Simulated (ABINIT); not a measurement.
**A GW chain in ABINIT: MgH2 (P4_2/mnm)**

Wanted: ground state, empty states, screening and self-energy for MgH2 (P4_2/mnm).

Program: ABINIT 10.8.3. Level of theory: PBE and many-body steps on it, plane waves. Results are calculated unless marked as measured.

**The experiments to reproduce.**

- Gap 5.6 ± 0.1 eV: optical band gap from transmission onset (total and diffuse); optical transmission and ellipsometry; 300 K; film (polycrystalline Pd-capped film on quartz, hydrogenated at 100 bar and 100 C, measured in 1 bar H2) (“Optical properties of MgH2 measured in situ in a novel gas cell for ellipsometry/spectrophotometry”, 2003, arxiv:cond-mat/0305418).

Most raw output is cut from this account.

## 1. Starting point

It takes space group P4_2/mnm (No. 136, tetragonal). The conventional cell has a = 4.517 Å, b = 4.517 Å, c = 3.020 Å, α = 90.00°, β = 90.00°, γ = 90.00°. Nearest to Mg lie 6 H at 1.95 Å. Nearest to H lie 3 Mg at 1.95 Å. Farther neighbours are not listed.

Structure file:

```cif
data_structure
_symmetry_space_group_name_H-M 'P 1'
_symmetry_Int_Tables_number 1
_cell_length_a 4.5168
_cell_length_b 4.5168
_cell_length_c 3.0205
_cell_angle_alpha 90.000
_cell_angle_beta 90.000
_cell_angle_gamma 90.000
_cell_volume 61.62
loop_
_atom_site_label
_atom_site_type_symbol
_atom_site_fract_x
_atom_site_fract_y
_atom_site_fract_z
_atom_site_occupancy
Mg1 Mg 0.00000 0.00000 0.00000 1
Mg2 Mg 0.50000 0.50000 0.50000 1
H3 H 0.30600 0.30600 0.00000 1
H4 H 0.19400 0.80600 0.50000 1
H5 H 0.69400 0.69400 0.00000 1
H6 H 0.80600 0.19400 0.50000 1
```

The cell and positions come from the Crystallography Open Database and are kept as given unless a step says otherwise.

## 2. Ground state

This step: ABINIT 10.8.3; DFT, PBE, plane waves, norm-conserving pseudopotentials.

The ground-state density comes first.

run.abi

```
acell 3*1.0 Angstrom
rprim 
  4.516800000000 0.000000000000 0.000000000000
  0.000000000000 4.516800000000 0.000000000000
  0.000000000000 0.000000000000 3.020500000000
ntypat 2
znucl 12 1
natom 6
typat 1 1 2 2 2 2
xred 
  0.000000000000 0.000000000000 0.000000000000
  0.500000000000 0.500000000000 0.500000000000
  0.306000000000 0.306000000000 0.000000000000
  0.194000000000 0.806000000000 0.500000000000
  0.694000000000 0.694000000000 0.000000000000
  0.806000000000 0.194000000000 0.500000000000
pp_dirpath "pseudos"
pseudos "Mg.upf, H.upf"
ecut 38
ngkpt 4 4 6
nshiftk 1
shiftk 0 0 0
kptopt 1
chksymbreak 0
nband 19
occopt 1
tolvrs 1e-10
nstep 60
prtwf 0
optforces 0
optstress 0
indata_prefix "in"
outdata_prefix "out"
tmpdata_prefix "tmp"
```

Started as:

```bash
OMP_NUM_THREADS=1 mpirun -n 8 abinit run.abi > log
```

The job ended after 7.6 s (8 MPI ranks of Arm Neoverse V1, shared host; peak memory 0.58 GiB).

This step gave:

```yaml
total_energy: -3297.0477 eV
gap: 3.895 eV
k_of_the_valence_top: 0.25, 0, 0
k_of_the_conduction_bottom: 0.5, 0.5, 0.5
least_direct_gap: 4.666 eV
```

The gap is indirect, with the least direct gap 0.77 eV higher.

## 3. Bands along the symmetry lines

Levels along a band path, at the cheap level, show where the edges lie and whether the meshes to come will hold them.

run.abi

```
acell 3*1.0 Angstrom
rprim 
  4.516800000000 0.000000000000 0.000000000000
  0.000000000000 4.516800000000 0.000000000000
  0.000000000000 0.000000000000 3.020500000000
ntypat 2
znucl 12 1
natom 6
typat 1 1 2 2 2 2
xred 
  0.000000000000 0.000000000000 0.000000000000
  0.500000000000 0.500000000000 0.500000000000
  0.306000000000 0.306000000000 0.000000000000
  0.194000000000 0.806000000000 0.500000000000
  0.694000000000 0.694000000000 0.000000000000
  0.806000000000 0.194000000000 0.500000000000
pp_dirpath "pseudos"
pseudos "Mg.upf, H.upf"
ecut 38
iscf -2
irdden 1
kptopt 0
nkpt 75
kpt 
  0.00000000 0.00000000 0.00000000
  0.00000000 0.06250000 0.00000000
  0.00000000 0.12500000 0.00000000
  0.00000000 0.18750000 0.00000000
  0.00000000 0.25000000 0.00000000
  0.00000000 0.31250000 0.00000000
  0.00000000 0.37500000 0.00000000
  0.00000000 0.43750000 0.00000000
  0.00000000 0.50000000 0.00000000
  0.06250000 0.50000000 0.00000000
  0.12500000 0.50000000 0.00000000
  0.18750000 0.50000000 0.00000000
  0.25000000 0.50000000 0.00000000
  0.31250000 0.50000000 0.00000000
  0.37500000 0.50000000 0.00000000
  0.43750000 0.50000000 0.00000000
  0.50000000 0.50000000 0.00000000
  0.43750000 0.43750000 0.00000000
  0.37500000 0.37500000 0.00000000
  0.31250000 0.31250000 0.00000000
  0.25000000 0.25000000 0.00000000
  0.18750000 0.18750000 0.00000000
  0.12500000 0.12500000 0.00000000
  0.06250000 0.06250000 0.00000000
  0.00000000 0.00000000 0.00000000
  0.00000000 0.00000000 0.06250000
  0.00000000 0.00000000 0.12500000
  0.00000000 0.00000000 0.18750000
  0.00000000 0.00000000 0.25000000
  0.00000000 0.00000000 0.31250000
  0.00000000 0.00000000 0.37500000
  0.00000000 0.00000000 0.43750000
  0.00000000 0.00000000 0.50000000
  0.00000000 0.06250000 0.50000000
  0.00000000 0.12500000 0.50000000
  0.00000000 0.18750000 0.50000000
  0.00000000 0.25000000 0.50000000
  0.00000000 0.31250000 0.50000000
  0.00000000 0.37500000 0.50000000
  0.00000000 0.43750000 0.50000000
  0.00000000 0.50000000 0.50000000
  0.06250000 0.50000000 0.50000000
  0.12500000 0.50000000 0.50000000
  0.18750000 0.50000000 0.50000000
  0.25000000 0.50000000 0.50000000
  0.31250000 0.50000000 0.50000000
  0.37500000 0.50000000 0.50000000
  0.43750000 0.50000000 0.50000000
  0.50000000 0.50000000 0.50000000
  0.43750000 0.43750000 0.50000000
  0.37500000 0.37500000 0.50000000
  0.31250000 0.31250000 0.50000000
  0.25000000 0.25000000 0.50000000
  0.18750000 0.18750000 0.50000000
  0.12500000 0.12500000 0.50000000
  0.06250000 0.06250000 0.50000000
  0.00000000 0.00000000 0.50000000
  0.00000000 0.50000000 0.00000000
  0.00000000 0.50000000 0.06250000
  0.00000000 0.50000000 0.12500000
  0.00000000 0.50000000 0.18750000
  0.00000000 0.50000000 0.25000000
  0.00000000 0.50000000 0.31250000
  0.00000000 0.50000000 0.37500000
  0.00000000 0.50000000 0.43750000
  0.00000000 0.50000000 0.50000000
  0.50000000 0.50000000 0.00000000
  0.50000000 0.50000000 0.06250000
  0.50000000 0.50000000 0.12500000
  0.50000000 0.50000000 0.18750000
  0.50000000 0.50000000 0.25000000
  0.50000000 0.50000000 0.31250000
  0.50000000 0.50000000 0.37500000
  0.50000000 0.50000000 0.43750000
  0.50000000 0.50000000 0.50000000
istwfk *1
nband 19
nbdbuf 2
tolwfr 1e-08
nstep 40
prtwf 0
prtvol 0
indata_prefix "in"
outdata_prefix "out"
tmpdata_prefix "tmp"
```

It took 9.5 s on 8 MPI ranks; peak memory 0.57 GiB; 75 s of CPU time.

Numbers from this step:

| Item | Value |
| --- | --- |
| gap | 3.756 eV |
| k of the valence top | 0, 0.25, 0 |
| k of the conduction bottom | 0.375, 0.375, 0.5 |
| least direct gap | 4.523 eV |

The gap is 3.756 eV, −0.139 eV from the run before at this level.

The electronic bands at the labelled points (eV, zero at the top of the highest filled band):

| point | band 9 | band 10 | band 11 | band 12 | band 13 | band 14 | band 15 | band 16 |
| --- | --- | --- | --- | --- | --- | --- | --- | --- |
| Γ | -6.37 | -1.38 | -1.38 | -0.44 | 4.81 | 5.15 | 9.16 | 9.16 |
| halfway | -5.96 | -2.94 | -1.11 | 0.00 | 4.80 | 6.52 | 7.18 | 10.09 |
| X | -4.76 | -4.76 | -0.45 | -0.45 | 5.38 | 5.38 | 10.13 | 10.13 |
| halfway | -4.40 | -4.40 | -1.46 | -1.46 | 6.82 | 6.82 | 10.29 | 10.29 |
| M | -3.71 | -3.71 | -2.65 | -2.65 | 9.11 | 9.11 | 9.16 | 9.16 |
| halfway | -5.55 | -2.94 | -2.11 | -0.32 | 5.76 | 6.86 | 8.16 | 10.09 |
| Γ | -6.37 | -1.38 | -1.38 | -0.44 | 4.81 | 5.15 | 9.16 | 9.16 |
| halfway | -5.45 | -0.80 | -0.80 | -0.66 | 5.18 | 5.83 | 7.65 | 9.03 |
| Z | -2.96 | -2.96 | -0.02 | -0.02 | 6.29 | 6.29 | 6.86 | 6.86 |
| halfway | -2.68 | -2.68 | -0.42 | -0.42 | 5.37 | 5.37 | 7.34 | 7.34 |
| R | -2.23 | -2.23 | -1.01 | -1.01 | 5.20 | 5.20 | 6.87 | 6.87 |
| halfway | -2.06 | -2.06 | -0.93 | -0.93 | 4.28 | 4.28 | 5.41 | 5.41 |
| A | -1.85 | -1.85 | -0.87 | -0.87 | 3.90 | 3.90 | 4.23 | 4.23 |
| halfway | -2.47 | -2.39 | -0.70 | -0.49 | 4.18 | 5.07 | 6.00 | 6.68 |
| Z | -2.96 | -2.96 | -0.02 | -0.02 | 6.29 | 6.29 | 6.86 | 6.86 |
| jump to X | -4.76 | -4.76 | -0.45 | -0.45 | 5.38 | 5.38 | 10.13 | 10.13 |
| halfway | -3.91 | -3.91 | -0.26 | -0.26 | 5.88 | 5.88 | 7.33 | 7.33 |
| R | -2.23 | -2.23 | -1.01 | -1.01 | 5.20 | 5.20 | 6.87 | 6.87 |
| jump to M | -3.71 | -3.71 | -2.65 | -2.65 | 9.11 | 9.11 | 9.16 | 9.16 |
| halfway | -2.95 | -2.95 | -1.95 | -1.95 | 6.46 | 6.46 | 6.82 | 6.82 |
| A | -1.85 | -1.85 | -0.87 | -0.87 | 3.90 | 3.90 | 4.23 | 4.23 |

## 4. Empty states on the mesh, 4×4×4 mesh, 135 bands

The sums over transitions need many empty states on a uniform mesh; this step solves for them.

run.abi

```
acell 3*1.0 Angstrom
rprim 
  4.516800000000 0.000000000000 0.000000000000
  0.000000000000 4.516800000000 0.000000000000
  0.000000000000 0.000000000000 3.020500000000
ntypat 2
znucl 12 1
natom 6
typat 1 1 2 2 2 2
xred 
  0.000000000000 0.000000000000 0.000000000000
  0.500000000000 0.500000000000 0.500000000000
  0.306000000000 0.306000000000 0.000000000000
  0.194000000000 0.806000000000 0.500000000000
  0.694000000000 0.694000000000 0.000000000000
  0.806000000000 0.194000000000 0.500000000000
pp_dirpath "pseudos"
pseudos "Mg.upf, H.upf"
ecut 38
ngkpt 4 4 4
nshiftk 1
shiftk 0 0 0
kptopt 1
chksymbreak 0
irdden 1
istwfk *1
nband 135
prtvol 0
optdriver 6
gwr_task "HDIAGO"
paral_kgb 0
occopt 1
indata_prefix "in"
outdata_prefix "out"
tmpdata_prefix "tmp"
```

Wall time 3.1 min (8 MPI ranks); peak memory 9.7 GiB; 25 min of CPU time.

Numbers from this step:

| Property | Result |
| --- | --- |
| gap | 3.895 eV |
| k of the valence top | 0.25, 0, 0 |
| k of the conduction bottom | 0.5, 0.5, 0.5 |
| least direct gap | 4.666 eV |
| k points computed | 18 |
| lowest point of the top converged band, above the valence top | 80.0697 eV |

On this mesh the gap is 3.895 eV.

## 5. Screening, 4×4×4 mesh, 127 bands, screening to 130.6 eV

The RPA dielectric matrix is built and inverted for each q.

This step: RPA screening on PBE, plane waves, norm-conserving pseudopotentials.

Changes to run.abi since step 4:

```diff
@@ -24,10 +24,11 @@
 chksymbreak 0
-irdden 1
 istwfk *1
-nband 135
-prtvol 0
-optdriver 6
-gwr_task "HDIAGO"
-paral_kgb 0
 occopt 1
+irdwfk 1
+optdriver 3
+nband 127
+ecuteps 4.8
+inclvkb 2
+awtr 1
+symchi 1
 indata_prefix "in"
```

It took 67 s on 8 MPI ranks; peak memory 2.3 GiB; 8.9 min of CPU time.

This step gave:

```
ε∞ with local fields, on this mesh, along the program's q direction : 3.659
the same without local fields                                       : 4.057
plasma frequency                                                    : 23.17 eV
plane waves in the screening matrix                                 : 197
```

Local fields lower ε∞ by 10 %. On a Γ-centred mesh this coarse the value itself is usually too large, while a short band sum pulls it down.

## 6. Self-energy, 4×4×4 mesh, 127 bands, screening to 130.6 eV

The self-energy is evaluated for the states that the input lists, and the levels follow from it, in one-shot runs by the linearised quasiparticle equation.

This step: G0W0 on PBE, plane waves, norm-conserving pseudopotentials.

Changes to run.abi since step 5:

```diff
@@ -27,8 +27,21 @@
 irdwfk 1
-optdriver 3
+optdriver 4
 nband 127
+gwcalctyp 0
+ecutsigx 38
+symsigma 1
+nkptgw 4
+kptgw 
+  0.2500000000 0.0000000000 0.0000000000
+  0.5000000000 0.5000000000 0.5000000000
+  0.2500000000 0.2500000000 0.5000000000
+  0.0000000000 0.0000000000 0.0000000000
+bdgw 
+  11 14
+  11 14
+  11 14
+  10 14
 ecuteps 4.8
-inclvkb 2
-awtr 1
-symchi 1
+irdscr 1
+ppmodel 1
 indata_prefix "in"
```

Wall time 17 s (8 MPI ranks); peak memory 2 GiB; 2.3 min of CPU time.

This step gave:

```
G0W0 gap on the mesh                         : 5.882 eV
starting gap on the mesh                     : 3.895 eV
k of the valence top                         : 0.25, 0, 0
k of the conduction bottom                   : 0.5, 0.5, 0.5
Z at the valence top                         : 0.782
Z at the conduction bottom                   : 0.821
least direct G0W0 gap on the computed points : 6.705 eV
```

The gap on the mesh goes from 3.90 eV to 5.88 eV, a correction of +1.99 eV.

Limits: finite bands, cutoff and mesh; coarse k mesh. v1 is the top filled band, c1 the lowest empty one. Levels before and after the correction, in eV, zero at the valence-band top of each column:

|  | conduction bottom | valence top |
| --- | --- | --- |
| Kohn-Sham | 3.90 | 0.00 |
| G0W0 | 5.88 | 0.00 |

|  | level | energy (eV) |
| --- | --- | --- |
| Kohn-Sham | (0.25 0 0) v2 | -1.111 |
| Kohn-Sham | (0.25 0 0) v1 | 0.000 |
| Kohn-Sham | (0.25 0 0) c1 | 4.798 |
| Kohn-Sham | (0.25 0 0) c2 | 6.524 |
| Kohn-Sham | (0.5 0.5 0.5) v2-v1 | -0.874 |
| Kohn-Sham | (0.5 0.5 0.5) c1-c2 | 3.895 |
| G0W0 | (0.25 0 0) v2 | -1.215 |
| G0W0 | (0.25 0 0) v1 | 0.000 |
| G0W0 | (0.25 0 0) c1 | 6.713 |
| G0W0 | (0.25 0 0) c2 | 8.427 |
| G0W0 | (0.5 0.5 0.5) v2-v1 | -0.985 |
| G0W0 | (0.5 0.5 0.5) c1-c2 | 5.882 |

## 7. Where the time went

Times are wall times on 8 MPI ranks of Arm Neoverse V1, shared host, good to a factor of about two.

| step | time | share | memory (GiB) |
| --- | --- | --- | --- |
| ground state | 7.6 s | 3 % | 0.58 |
| bands along the symmetry lines | 9.5 s | 3 % | 0.57 |
| empty states on the mesh | 3.1 min | 65 % | 9.7 |
| screening | 67 s | 23 % | 2.3 |
| self-energy | 17 s | 6 % | 2.0 |

## 8. Results

```yaml
pbe_gap: 3.76 eV, indirect
g0w0_gap_on_the_mesh: 5.88 eV
g0w0_gap_over_the_zone_rigid_shift: 5.74 eV
gw_settings: 4×4×4 mesh, 127 bands, screening to 130.6 eV, Godby-Needs plasmon pole
known_limits: not at the basis limit; coarse k mesh
```

G0W0 moves the gap on the mesh from 3.90 eV to 5.88 eV (+1.99 eV), with Z of 0.78 and 0.82 at the edges. The mesh misses the band edges by 0.14 eV in all; a rigid shift gives 5.74 eV for the zone. Local fields lower the RPA ε∞ on this mesh from 4.06 to 3.66; a Γ-centred mesh this coarse tends to raise both, most where the direct gap is narrow, while a short band sum lowers them. The dearest step here is «empty states on the mesh». Against experiment, by G0W0@PBE: the gap of 5.74 eV lies +0.14 eV from the measured 5.6 ± 0.1 eV (optical, 300 K, 2003). An exciton line or allowed optical edge lies below the quasiparticle gap by the binding energy; a forbidden edge can push the onset above it. The calculation has static nuclei and no excitons; a measured gap holds zero-point and thermal motion, which mostly lowers it. Bands and cutoff are finite, so the gap is not at the basis limit. The miss can reach some tenths of an eV and take either sign; the mesh is an error of its own. A denser mesh or path gives a starting gap of 3.76 eV: the GW mesh misses a band edge, so its gaps are not the fundamental one. The 4×4×4 mesh is coarse for this cell, which bears on the long-range parts of exchange and screening.

[Paths, hosts, dates, memory and timing lines, banners, echoed tables and standing remarks are left out of the program output.]

[Logs are printed without paths, hosts, clocks, repeated set-up lines and the standing remarks that a program may print on its own settings, such as how far it seeks lower states.]

[Runs of the session that timed out or met a known fault of the program may be left out.]

[Hosts, paths, dates, database ids (printed as entryN), source tags and the programs' standing remarks are cut or masked in the printed files.]

[G0W0 gaps are taken among the corrected bands and points alone; a level outside them can change the order at an edge.]

[Where Ansatz stands beside ABINIT at settings called matched, ABINIT's density can come from a denser mesh and the files from another edition; pairs whose starting gaps differed by over 0.03 eV were left out, so agreement reads better than it is.]
